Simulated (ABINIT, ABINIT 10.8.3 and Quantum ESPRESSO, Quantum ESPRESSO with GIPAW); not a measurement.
**CaO (Lime) in space group Fm-3m: GIPAW and the converse approach side by side**

Aim: the absolute shielding of each site of CaO (Lime) in space group Fm-3m by linear response (GIPAW) and by the converse method, at several levels, with their costs.

Method: DFT, plane-wave PAW; levels as the steps name them, in ABINIT 10.8.3 and Quantum ESPRESSO with GIPAW.

**1. The structure**

It takes space group Fm-3m (No. 225, cubic). Conventional cell: a = 4.813 Å, b = 4.813 Å, c = 4.813 Å, α = 90.00°, β = 90.00°, γ = 90.00°. Nearest to Ca lie 6 O at 2.41 Å. Nearest to O lie 6 Ca at 2.41 Å. Farther neighbours and most contacts between anions are not listed.

**2. GIPAW: ground state**

The first road is linear response to a uniform field, which keeps the symmetry and yields every site at once.

A patched development version of Quantum ESPRESSO; PAW files made with ld1.x from the pslibrary 1.0.0 recipes.

scf.in reads:

```
&control
  calculation = 'scf'
  prefix = 'x'
  outdir = './tmp/'
  pseudo_dir = './'
/
&system
  ibrav = 0
  nat = 2
  ntyp = 2
  ecutwfc = 55
  ecutrho = 330
  nbnd = 10
/
&electrons
  conv_thr = 1.0d-10
  mixing_beta = 0.7
  electron_maxstep = 100
/
ATOMIC_SPECIES
  Ca 40.078 Ca.pbe-spn-kjpaw_psl.1.0.0-gipaw.UPF
  O 15.999 O.pbe-n-kjpaw_psl.1.0.0-gipaw.UPF
CELL_PARAMETERS angstrom
  0.00000000 2.40650000 2.40650000
  2.40650000 0.00000000 2.40650000
  2.40650000 2.40650000 0.00000000
ATOMIC_POSITIONS crystal
  Ca 0.00000000 0.00000000 0.00000000
  O 0.50000000 0.50000000 0.50000000
K_POINTS automatic
  10 10 10 0 0 0
```

Launch:

```sh
> mpirun -np 4 pw.x -nk 4 -in scf.in > scf.out
```

Numbers of over 12 decimals in the logs are rounded to 6 here.

What it wrote:

```text
using ibrav=0 with symmetry is DISCOURAGED, use correct ibrav instead

     bravais-lattice index     =            0
     lattice parameter (alat)  =       6.4313  a.u.
     unit-cell volume          =     188.0980 (a.u.)^3
     number of atoms/cell      =            2
     number of atomic types    =            2
     number of electrons       =        16.00
     number of Kohn-Sham states=           10
     kinetic-energy cutoff     =      55.0000  Ry
     charge density cutoff     =     330.0000  Ry
     scf convergence threshold =      1.0E-10
     mixing beta               =       0.7000
     number of iterations used =            8  plain     mixing
     Exchange-correlation= SLA-PW-PBX-PBC
                           (   1   4   3   4   0   0   0)
[...]
Ca               10.00    40.07800     Ca( 1.00)
     O                 6.00    15.99900     O ( 1.00)

     48 Sym. Ops., with inversion, found
[...]
number of k points=    47
[...]
Dense  grid:    19027 G-vectors     FFT dimensions: (  40,  40,  40)

     Smooth grid:    10417 G-vectors     FFT dimensions: (  32,  32,  32)

     Check: negative core charge=   -0.000004

     Initial potential from superposition of free atoms

     starting charge      15.9951, renormalised to      16.0000
     Starting wfcs are   12 randomized atomic wfcs

     Self-consistent Calculation

     iteration #  1     ecut=    55.00 Ry     beta= 0.70
     Davidson diagonalization with overlap
     ethr =  1.00E-02,  avg # of iterations =  7.6

     total energy              =    -174.97681832 Ry
     estimated scf accuracy    <       0.71696574 Ry

     iteration #  2     ecut=    55.00 Ry     beta= 0.70
     Davidson diagonalization with overlap
     ethr =  4.48E-03,  avg # of iterations =  6.7

     total energy              =    -175.06266294 Ry
     estimated scf accuracy    <       2.33240589 Ry

     iteration #  3     ecut=    55.00 Ry     beta= 0.70
     Davidson diagonalization with overlap
     ethr =  4.48E-03,  avg # of iterations =  4.2

     total energy              =    -175.42908568 Ry
     estimated scf accuracy    <       0.03995484 Ry

[...]
c_bands: 2 eigenvalues not converged on the other pools
[...]
c_bands: 1 eigenvalues not converged on the other pools
[...]
total energy              =    -175.47455715 Ry
[...]
iteration # 36     ecut=    55.00 Ry     beta= 0.70
     Davidson diagonalization with overlap
     ethr =  7.29E-12,  avg # of iterations =  3.7

     total energy              =    -175.47455715 Ry
     estimated scf accuracy    <          6.2E-10 Ry

     iteration # 37     ecut=    55.00 Ry     beta= 0.70
     Davidson diagonalization with overlap
     ethr =  3.86E-12,  avg # of iterations =  3.4

     The highest empty levels of an scf can be off by 1 eV or more

     End of self-consistent calculation
     [one-electron energies left out]

     highest occupied, lowest unoccupied level (ev):     7.7474   11.4037

!    total energy              =    -175.47455715 Ry
     total all-electron energy =     -1511.592461 Ry
     estimated scf accuracy    <          8.6E-11 Ry

     The total energy is the sum of the following terms:
     one-electron contribution =     -24.08804744 Ry
     hartree contribution      =      20.91238551 Ry
     xc contribution           =     -19.79190513 Ry
     ewald contribution        =     -82.93439277 Ry
     one-center paw contrib.   =     -69.57259733 Ry

     convergence has been achieved in  37 iterations
[...]
JOB DONE.
```

It took 13 s on 4 MPI ranks of Arm Neoverse V2, shared host; peak memory 0.38 GiB.

**3. GIPAW: response**

nmr.in reads:

```
&inputgipaw
  job = 'nmr'
  prefix = 'x'
  tmp_dir = './tmp/'
  restart_mode = 'from_scratch'
  verbosity = 'low'
  q_gipaw = 0.01
  spline_ps = .true.
  conv_threshold = 1.0d-14
  use_nmr_macroscopic_shape = .false.
  pawproj(1) = .true.
  pawproj(2) = .true.
/
```

Launch:

```sh
> mpirun -np 4 gipaw.x -in nmr.in > nmr.out
```

What it wrote:

```text
[banner, memory and clock lines left out]
[a note of our patched build left out]

     Parallelizing q-star over 1 images

     IMPORTANT: XC functional enforced from input :
     Exchange-correlation= PBE
                           (   1   4   3   4   0   0   0)
     Any further DFT definition will be discarded
     Please, verify this is what you really want

     Check: negative core charge=   -0.000004
[...]
projs nearly linearly dependent: l=0  n1,n2= 1, 2  s=  0.99170024
[...]
alpha_pv=     75.3299 eV

     spline_ps is .false., expect some extrapolation errors

     q-space interpolation up to    66.00 Rydberg

     GIPAW job: nmr
     NMR macroscopic correction: no
[...]
Computing the magnetic susceptibility     isolve=0    ethr=  0.1000E-13
     Starting from scratch
     k-point #    1 of    47      pool #  1    cpu time:       0.5
     c_bands:  1 eigenvalues not converged
[...]
c_bands:  1 eigenvalues not converged
     c_bands:  1 eigenvalues not converged
[...]
c_bands:  1 eigenvalues not converged
     c_bands:  1 eigenvalues not converged
     c_bands:  2 eigenvalues not converged
     c_bands:  1 eigenvalues not converged
     c_bands:  1 eigenvalues not converged
     c_bands:  1 eigenvalues not converged
[...]
c_bands:  1 eigenvalues not converged
     c_bands:  1 eigenvalues not converged
     c_bands:  1 eigenvalues not converged
     c_bands:  1 eigenvalues not converged
     c_bands:  1 eigenvalues not converged
     c_bands:  1 eigenvalues not converged
[...]
ATTENTION: ik=   7  ibnd= 10  eigenvalues differ too much!
        14.3438     13.6257
     ATTENTION: ik=   7  ibnd= 10  eigenvalues differ too much!
        14.3438     13.5784
     ATTENTION: ik=   7  ibnd= 10  eigenvalues differ too much!
        14.3438     13.6709
     ATTENTION: ik=   7  ibnd= 10  eigenvalues differ too much!
        14.3438     13.6274
     ATTENTION: ik=   7  ibnd= 10  eigenvalues differ too much!
        14.3438     13.6274
     ATTENTION: ik=   7  ibnd= 10  eigenvalues differ too much!
        14.3438     13.6274
     ATTENTION: ik=   7  ibnd= 10  eigenvalues differ too much!
        14.3438     13.6274
[...]
c_bands:  1 eigenvalues not converged
[...]
c_bands:  1 eigenvalues not converged
[...]
End of magnetic susceptibility calculation

     f-sum rule (1st term):
           -16.0044         -0.0000          0.0000
            -0.0000        -16.0044         -0.0000
             0.0000         -0.0000        -16.0044

     f-sum rule (2nd term):
            -0.4475         -0.0000          0.0000
            -0.0000         -0.4475          0.0000
             0.0000          0.0000         -0.4475

     f-sum rule (should be   -16.4522):
           -16.4519         -0.0000          0.0000
            -0.0000        -16.4519         -0.0000
             0.0000         -0.0000        -16.4519

[... susceptibilities left out ...]
     Contributions to the NMR chemical shifts: -------------------------------

     Macroscopic shape contribution in ppm:                    0.00
             0.0000          0.0000          0.0000
             0.0000          0.0000          0.0000
             0.0000          0.0000          0.0000

     Core contribution in ppm:

     Atom  1  Ca  pos: (  0.000000  0.000000  0.000000)  core sigma:        1265.05
     Atom  2  O   pos: (  0.707107  0.707107  0.707107)  core sigma:         271.07

     Bare contribution in ppm:

     Atom  1  Ca  pos: (  0.000000  0.000000  0.000000)  bare sigma:          73.14
[...]
Atom  2  O   pos: (  0.707107  0.707107  0.707107)  bare sigma:         -49.39
[...]
Diamagnetic contribution in ppm:

     Atom  1  Ca  pos: (  0.000000  0.000000  0.000000)  dia sigma:          -4.12
[...]
Atom  2  O   pos: (  0.707107  0.707107  0.707107)  dia sigma:          17.16
[...]
Paramagnetic contribution in ppm:

     Atom  1  Ca  pos: (  0.000000  0.000000  0.000000)  para sigma:        -625.94
[...]
Atom  2  O   pos: (  0.707107  0.707107  0.707107)  para sigma:        -163.79
[...]
Paramagnetic US occ-occ contribution in ppm:

     Atom  1  Ca  pos: (  0.000000  0.000000  0.000000)  para_oo sigma:          -2.26
[...]
Atom  2  O   pos: (  0.707107  0.707107  0.707107)  para_oo sigma:           2.12
[...]
Paramagnetic US L_R Q_R contribution in ppm:

     Atom  1  Ca  pos: (  0.000000  0.000000  0.000000)  para_lq sigma:         261.23
[...]
Atom  2  O   pos: (  0.707107  0.707107  0.707107)  para_lq sigma:        -228.01
[...]
Total NMR chemical shifts in ppm: ---------------------------------------
     (adopting the Simpson convention for anisotropy and asymmetry)-----------

     Atom  1  Ca  pos: (  0.000000  0.000000  0.000000)  Total sigma:         967.11
[...]
Ca      1    anisotropy:      0.00    eta:    0.0000
[...]
Atom  2  O   pos: (  0.707107  0.707107  0.707107)  Total sigma:        -150.84
[...]
O       2    anisotropy:      0.00    eta:    0.0000
[...]
```

Wall time 73 s (4 MPI ranks); peak memory 0.24 GiB; 4.8 min of CPU time.

(Continued in part 2 of 2.)

[Banner, clock, file and dataset-listing lines were taken out of the logs.]

[Logs are printed without paths, hosts, clocks, repeated set-up lines and the standing remarks that a program may print on its own settings, such as how far it seeks lower states.]

[Hosts, paths, dates, database ids (printed as entryN), source tags and the programs' standing remarks are cut or masked in the printed files.]
